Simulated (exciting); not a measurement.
**F K-edge absorption of CaSnF4, all-electron BSE**

How far do the exchange and direct terms reshape the F K edge of CaSnF4?

Main program and level: exciting sodium; X-ray absorption, core-level Bethe-Salpeter equation, exchange and statically screened direct term, Tamm-Dancoff, all-electron LAPW+lo LDA.

This is a report of a sequence of runs, with most program output left out.

## 1. The starting structure

It takes space group P4/mmm (No. 123, tetragonal). Conventional cell: a = 4.005 Å, b = 4.005 Å, c = 5.780 Å, α = 90.00°, β = 90.00°, γ = 90.00°. Nearest to Sn lie 8 F at 2.52 Å. Nearest to Ca lie 8 F at 2.42 Å. Nearest to F lie 2 Ca at 2.42 Å and 2 Sn at 2.52 Å. Farther neighbours and most contacts between anions are not listed.

As a file:

```
Sn Ca F
1.0
     4.00455    0.00000    0.00000
     0.00000    4.00455    0.00000
     0.00000    0.00000    5.78047
Sn Ca F
1 1 4
Cartesian
  2.0023 2.0023 0.0000
  0.0000 0.0000 2.8902
  0.0000 2.0023 1.5361
  0.0000 2.0023 4.2444
  2.0023 0.0000 4.2444
  2.0023 0.0000 1.5361
```

Differences between curves are given as r.m.s. difference over r.m.s. height.

## 2. Ground state

The species files are the program's own, with muffin-tin radii set in the input.

File input.xml:

```
<input>
  <title>CaSnF4</title>
  <structure speciespath="." autormt="false" epslat="1.0e-5">
    <crystal>
      <basevect>7.5674989715 0.0000000000 0.0000000000</basevect>
      <basevect>0.0000000000 7.5674989715 0.0000000000</basevect>
      <basevect>0.0000000000 0.0000000000 10.9234995004</basevect>
    </crystal>
    <species speciesfile="Sn.xml" rmt="2.300">
      <atom coord="0.5000000000 0.5000000000 0.0000000000"/>
    </species>
    <species speciesfile="Ca.xml" rmt="2.464">
      <atom coord="0.0000000000 0.0000000000 0.5000000000"/>
    </species>
    <species speciesfile="F.xml" rmt="1.967">
      <atom coord="0.0000000000 0.5000000000 0.2657380000"/>
      <atom coord="0.0000000000 0.5000000000 0.7342620000"/>
      <atom coord="0.5000000000 0.0000000000 0.7342620000"/>
      <atom coord="0.5000000000 0.0000000000 0.2657380000"/>
    </species>
  </structure>
  <groundstate do="fromscratch" xctype="LDA_PW" ngridk="4 4 3" rgkmax="7" gmaxvr="14" nempty="8" swidth="0.001" maxscl="100" epsengy="1e-5"/>
</input>
```

Launch:

```
$ OMP_NUM_THREADS=1 mpirun -n 4 exciting
```

Elapsed: 70 s, on 4 MPI ranks of Intel Xeon at 2.70GHz, shared host.

The warnings file holds hints only, no warning.

The mesh shows a gap of 3.64 eV. Core levels (Dirac, from the valence top):

| atom | level | energy (eV) |
| --- | --- | --- |
| F | 1s1/2 | -648.8 |

## 3. A richer basis for the empty states

Each species file gets more local orbitals, built from u and its energy derivative at 0.15 Ha and u at 0.9 Ha.

input.xml is that of step 2.

File SPECIES.xml, added lines:

```
<lo l="L">  <!-- L = 0, 1, 2 -->
  <wf matchingOrder="0" trialEnergy="0.1500" searchE="false"/>
  <wf matchingOrder="1" trialEnergy="0.1500" searchE="false"/>
  <wf matchingOrder="0" trialEnergy="0.9000" searchE="false"/>
</lo>
```

Launch:

```
$ OMP_NUM_THREADS=1 mpirun -n 4 exciting
```

Run time: 62 s. Hardware: 4 MPI ranks.

Against the first ground state the total energy moves by -9 meV an atom and the gap by -0.01 eV.

## 4. Screening, kernels and BSE for F atom 3

The absorber has 2 Ca at 2.42 Å and 2 Sn at 2.52 Å (distorted tetrahedral, site symmetry 2mm).

input.xml, as its differences from that of step 3:

```diff
@@ -21,3 +21,20 @@
   </structure>
-  <groundstate do="fromscratch" xctype="LDA_PW" ngridk="4 4 3" rgkmax="7" gmaxvr="14" nempty="8" swidth="0.001" maxscl="100" epsengy="1e-5"/>
+  <groundstate do="skip" xctype="LDA_PW" ngridk="4 4 3" rgkmax="7" gmaxvr="14" nempty="8" swidth="0.001" maxscl="100" epsengy="1e-5"/>
+  <xs xstype="BSE" ngridk="4 4 2" ngridq="4 4 2" vkloff="0.097 0.273 0.493" rgkmax="7" nempty="41" gqmax="3" lmaxapwwf="5" lmaxemat="2" broad="0.01654" tevout="true">
+    <energywindow intv="23.535 25.152" points="439"/>
+    <screening screentype="full" nempty="66"/>
+    <BSE xas="true" xasspecies="3" xasatom="1" xasedge="K" bsetype="singlet" nstlxas="1 37"/>
+    <qpointset>
+      <qpoint>0 0 0</qpoint>
+    </qpointset>
+    <plan>
+      <doonly task="xsgeneigvec"/>
+      <doonly task="writepmatxs"/>
+      <doonly task="scrgeneigvec"/>
+      <doonly task="scrwritepmat"/>
+      <doonly task="screen"/>
+      <doonly task="scrcoulint"/>
+      <doonly task="exccoulint"/>
+    </plan>
+  </xs>
 </input>
```

File input.xml for the last start (plan only):

```
  <plan>
    <doonly task="bse"/>
  </plan>
```

Launch:

```
$ OMP_NUM_THREADS=1 mpirun -n 4 exciting
$ OMP_NUM_THREADS=4 exciting
```

It took 14 min on 4 MPI ranks.

Wall time by task: xsgeneigvec 9.4 s, writepmatxs 10 s, scrgeneigvec 8.3 s, scrwritepmat 8.8 s, screen 2.2 min, scrcoulint 2.9 min, exccoulint 8.3 min, bse 14 s.

The F K spectrum of F atom 3 (energy from the Kohn–Sham onset, core level to the lowest empty state found on the meshes used, 652.41 eV; the ground-state mesh sets it, and the shifted mesh has its lowest transition 0.30 eV above it; Im ε scaled to the maximum of the singlet run; cut below the end of the band set):

| E (eV) | isotropic | ε ⊥ c | ε ∥ c |
| --- | --- | --- | --- |
| -5.5 | 0.02 | 0.02 | 0.02 |
| -5.0 | 0.03 | 0.02 | 0.03 |
| -4.5 | 0.03 | 0.03 | 0.04 |
| -4.0 | 0.04 | 0.04 | 0.05 |
| -3.5 | 0.06 | 0.05 | 0.08 |
| -3.0 | 0.09 | 0.07 | 0.12 |
| -2.5 | 0.16 | 0.11 | 0.25 |
| -2.0 | 0.36 | 0.20 | 0.67 |
| -1.5 | 0.63 | 0.48 | 0.93 |
| -1.0 | 0.93 | 1.14 | 0.51 |
| -0.5 | 0.77 | 0.96 | 0.41 |
| 0.0 | 0.48 | 0.54 | 0.37 |
| 0.5 | 0.44 | 0.44 | 0.43 |
| 1.0 | 0.48 | 0.46 | 0.53 |
| 1.5 | 0.53 | 0.43 | 0.72 |
| 2.0 | 0.72 | 0.61 | 0.95 |
| 2.5 | 0.57 | 0.59 | 0.53 |
| 3.0 | 0.33 | 0.31 | 0.38 |
| 3.5 | 0.33 | 0.30 | 0.38 |
| 4.0 | 0.30 | 0.30 | 0.32 |
| 4.5 | 0.28 | 0.31 | 0.21 |
| 5.0 | 0.27 | 0.31 | 0.19 |
| 5.5 | 0.25 | 0.29 | 0.17 |
| 6.0 | 0.21 | 0.25 | 0.14 |
| 6.5 | 0.23 | 0.26 | 0.15 |
| 7.0 | 0.20 | 0.22 | 0.16 |
| 7.5 | 0.21 | 0.22 | 0.20 |
| 8.0 | 0.33 | 0.35 | 0.30 |
| 8.5 | 0.35 | 0.37 | 0.33 |
| 9.0 | 0.34 | 0.33 | 0.36 |
| 9.5 | 0.34 | 0.34 | 0.34 |
| 10.0 | 0.34 | 0.34 | 0.34 |
| 10.5 | 0.39 | 0.40 | 0.38 |
| 11.0 | 0.41 | 0.41 | 0.40 |
| 11.5 | 0.44 | 0.45 | 0.43 |
| 12.0 | 0.35 | 0.35 | 0.34 |
| 12.5 | 0.26 | 0.24 | 0.28 |
| 13.0 | 0.19 | 0.18 | 0.22 |
| 13.5 | 0.16 | 0.14 | 0.18 |
| 14.0 | 0.15 | 0.13 | 0.20 |
| 14.5 | 0.17 | 0.14 | 0.21 |
| 15.0 | 0.17 | 0.14 | 0.22 |
| 15.5 | 0.16 | 0.14 | 0.21 |
| 16.0 | 0.16 | 0.15 | 0.19 |
| 16.5 | 0.20 | 0.21 | 0.17 |
| 17.0 | 0.19 | 0.20 | 0.17 |
| 17.5 | 0.19 | 0.19 | 0.18 |
| 18.0 | 0.17 | 0.16 | 0.18 |
| 18.5 | 0.16 | 0.13 | 0.21 |
| 19.0 | 0.14 | 0.12 | 0.18 |
| 19.5 | 0.16 | 0.14 | 0.21 |
| 20.0 | 0.19 | 0.16 | 0.26 |
| 20.5 | 0.21 | 0.21 | 0.22 |

Maxima (height): -0.9 eV (1.00), 2.1 eV (0.74), 8.3 eV (0.36), 11.5 eV (0.44), 15.2 eV (0.17), 16.6 eV (0.20) and 20.4 eV (0.21).

The Hamiltonian has 2368 rows. The lowest groups of eigenvalues and the brightest ones, on the scale above (the program counts from the shifted mesh's onset, 0.30 eV higher). Core spinors bring spin-forbidden partners, so dark means forbidden by spin or by symmetry, and the shifted mesh splits states that symmetry would keep together:

| energy (eV) | states within 10 meV | relative strength |
| --- | --- | --- |
| -1.680 | 1 | dark |
| -1.663 | 1 | 0.49 |
| -1.098 | 2 | 0.27 |
| -0.872 | 2 | 0.055 |
| -0.822 | 1 | dark |
| -0.791 | 1 | 1.00 |
| 1.912 | 1 | 0.18 |
| 2.270 | 2 | 0.14 |
| 2.282 | 4 | 0.14 |
| 8.087 | 2 | 0.12 |

## 5. Independent particles

input.xml, as its differences from that of step 4:

```diff
@@ -25,3 +25,3 @@
     <screening screentype="full" nempty="66"/>
-    <BSE xas="true" xasspecies="3" xasatom="1" xasedge="K" bsetype="singlet" nstlxas="1 37"/>
+    <BSE xas="true" xasspecies="3" xasatom="1" xasedge="K" bsetype="IP" nstlxas="1 37"/>
     <qpointset>
@@ -30,9 +30,3 @@
     <plan>
-      <doonly task="xsgeneigvec"/>
-      <doonly task="writepmatxs"/>
-      <doonly task="scrgeneigvec"/>
-      <doonly task="scrwritepmat"/>
-      <doonly task="screen"/>
-      <doonly task="scrcoulint"/>
-      <doonly task="exccoulint"/>
+      <doonly task="bse"/>
     </plan>
```

Launch:

```
$ OMP_NUM_THREADS=4 exciting
```

The job ended after 3 s (4 threads).

Maxima (height): 2.6 eV (0.48), 4.6 eV (0.55), 7.5 eV (0.28), 13.7 eV (0.56) and 18.7 eV (0.30); 1 lower ones aren't listed. Against the singlet run the r.m.s. difference is 67 %. Moving the earlier curve by +2.7 eV leaves 34 %. The highest maximum lies at 13.7 eV (0.56), against -0.9 eV (1.00).

## 6. Exchange alone

input.xml, as its differences from that of step 5:

```diff
@@ -25,3 +25,3 @@
     <screening screentype="full" nempty="66"/>
-    <BSE xas="true" xasspecies="3" xasatom="1" xasedge="K" bsetype="IP" nstlxas="1 37"/>
+    <BSE xas="true" xasspecies="3" xasatom="1" xasedge="K" bsetype="RPA" nstlxas="1 37"/>
     <qpointset>
```

Launch:

```
$ OMP_NUM_THREADS=4 exciting
```

Elapsed: 15 s, on 4 threads.

Maxima (height): 2.6 eV (0.48), 4.6 eV (0.54), 13.7 eV (0.57), 17.7 eV (0.29) and 18.7 eV (0.31); 1 lower ones aren't listed. Against the independent-particle run the r.m.s. difference is 1 %.

## 7. Broadening

Changed against the first singlet run: half width (eV) from 0.45 to 0.11.

input.xml, as its differences from that of step 6:

```diff
@@ -22,6 +22,6 @@
   <groundstate do="skip" xctype="LDA_PW" ngridk="4 4 3" rgkmax="7" gmaxvr="14" nempty="8" swidth="0.001" maxscl="100" epsengy="1e-5"/>
-  <xs xstype="BSE" ngridk="4 4 2" ngridq="4 4 2" vkloff="0.097 0.273 0.493" rgkmax="7" nempty="41" gqmax="3" lmaxapwwf="5" lmaxemat="2" broad="0.01654" tevout="true">
-    <energywindow intv="23.535 25.152" points="439"/>
+  <xs xstype="BSE" ngridk="4 4 2" ngridq="4 4 2" vkloff="0.097 0.273 0.493" rgkmax="7" nempty="41" gqmax="3" lmaxapwwf="5" lmaxemat="2" broad="0.00404" tevout="true">
+    <energywindow intv="23.535 25.152" points="1199"/>
     <screening screentype="full" nempty="66"/>
-    <BSE xas="true" xasspecies="3" xasatom="1" xasedge="K" bsetype="RPA" nstlxas="1 37"/>
+    <BSE xas="true" xasspecies="3" xasatom="1" xasedge="K" bsetype="singlet" nstlxas="1 37"/>
     <qpointset>
```

Launch:

```
$ OMP_NUM_THREADS=4 exciting
```

It took 15 s on 4 threads.

Against the singlet run the r.m.s. difference is 53 %. The highest maximum lies at -0.8 eV (2.93), against -0.9 eV (1.00). Only the width of each line changes; the area stays. A table step wider than the lines misses their tops.

| E (eV) | first run | this run |
| --- | --- | --- |
| -5.0 | 0.03 | 0.01 |
| -4.0 | 0.04 | 0.01 |
| -3.0 | 0.09 | 0.02 |
| -2.0 | 0.36 | 0.17 |
| -1.0 | 0.93 | 1.16 |
| 0.0 | 0.48 | 0.29 |
| 1.0 | 0.48 | 0.54 |
| 2.0 | 0.72 | 1.09 |
| 3.0 | 0.33 | 0.13 |
| 4.0 | 0.30 | 0.24 |
| 5.0 | 0.27 | 0.26 |
| 6.0 | 0.21 | 0.14 |
| 7.0 | 0.20 | 0.16 |
| 8.0 | 0.33 | 0.43 |
| 9.0 | 0.34 | 0.37 |
| 10.0 | 0.34 | 0.26 |
| 11.0 | 0.41 | 0.44 |
| 12.0 | 0.35 | 0.35 |
| 13.0 | 0.19 | 0.15 |
| 14.0 | 0.15 | 0.11 |
| 15.0 | 0.17 | 0.15 |
| 16.0 | 0.16 | 0.13 |
| 17.0 | 0.19 | 0.18 |
| 18.0 | 0.17 | 0.14 |
| 19.0 | 0.14 | 0.08 |
| 20.0 | 0.19 | 0.19 |

## 8. From independent particles to the full kernel

| level | curve passes 0.15 (eV) | highest maximum (eV) | its height |
| --- | --- | --- | --- |
| IP | 0.0 | 13.7 | 0.56 |
| RPA | 0.0 | 13.7 | 0.57 |
| singlet | -2.5 | -0.9 | 1.00 |

| E (eV) | IP | RPA | singlet |
| --- | --- | --- | --- |
| -5.0 | 0.01 | 0.01 | 0.03 |
| -4.0 | 0.01 | 0.01 | 0.04 |
| -3.0 | 0.02 | 0.02 | 0.09 |
| -2.0 | 0.02 | 0.02 | 0.36 |
| -1.0 | 0.05 | 0.04 | 0.93 |
| 0.0 | 0.15 | 0.14 | 0.48 |
| 1.0 | 0.37 | 0.36 | 0.48 |
| 2.0 | 0.43 | 0.41 | 0.72 |
| 3.0 | 0.45 | 0.45 | 0.33 |
| 4.0 | 0.36 | 0.36 | 0.30 |
| 5.0 | 0.45 | 0.45 | 0.27 |
| 6.0 | 0.32 | 0.32 | 0.21 |
| 7.0 | 0.27 | 0.27 | 0.20 |
| 8.0 | 0.23 | 0.23 | 0.33 |
| 9.0 | 0.24 | 0.24 | 0.34 |
| 10.0 | 0.32 | 0.32 | 0.34 |
| 11.0 | 0.34 | 0.34 | 0.41 |
| 12.0 | 0.35 | 0.35 | 0.35 |
| 13.0 | 0.46 | 0.46 | 0.19 |
| 14.0 | 0.52 | 0.53 | 0.15 |
| 15.0 | 0.26 | 0.27 | 0.17 |
| 16.0 | 0.25 | 0.25 | 0.16 |
| 17.0 | 0.23 | 0.23 | 0.19 |
| 18.0 | 0.28 | 0.28 | 0.17 |
| 19.0 | 0.29 | 0.30 | 0.14 |
| 20.0 | 0.21 | 0.21 | 0.19 |

## 9. What came out

- absorber and edge: F K, atom 3
- surroundings: 2 Ca at 2.42 Å and 2 Sn at 2.52 Å (distorted tetrahedral, site symmetry 2mm)
- first bright state: -1.66 eV from the Kohn–Sham onset, on this mesh
- highest maximum: -0.9 eV
- cost of the BSE run: 14 min on 4 MPI ranks of Intel Xeon at 2.70GHz, shared host; the last task ran on as many threads

**Reading.** Is a core exciton bound? Yes on this mesh: the first bright state (over 5 % of the brightest) lies at -1.66 eV from the Kohn–Sham onset and at -1.97 eV from the lowest bare transition of its own mesh. Changing the half width (eV) from 0.45 to 0.11 alters the spectrum by 53 % r.m.s. Exchange alone changes the independent-particle spectrum by 1.4 % r.m.s. A mesh of 32 points doesn't converge binding energies, and fine structure above the first lines is partly noise of the mesh. Exchange and the short-range direct term aren't converged in the kernel cutoff. The zero comes from the unshifted 4×4×3 ground-state mesh; it is exact only where the band minimum lies on that mesh. The Kohn–Sham onset, 652 eV, is no photon energy: the scale needs a rigid shift. No quasiparticle correction widens the gap or stretches the bands. Vibrations and energy-dependent lifetimes are left out. The structure is a Materials Project entry, computed there, and may be a hypothetical form.

[Logs are printed without paths, hosts, clocks, repeated set-up lines and the standing remarks that a program may print on its own settings, such as how far it seeks lower states.]

[Hosts, paths, dates, database ids (printed as entryN), source tags and the programs' standing remarks are cut or masked in the printed files.]
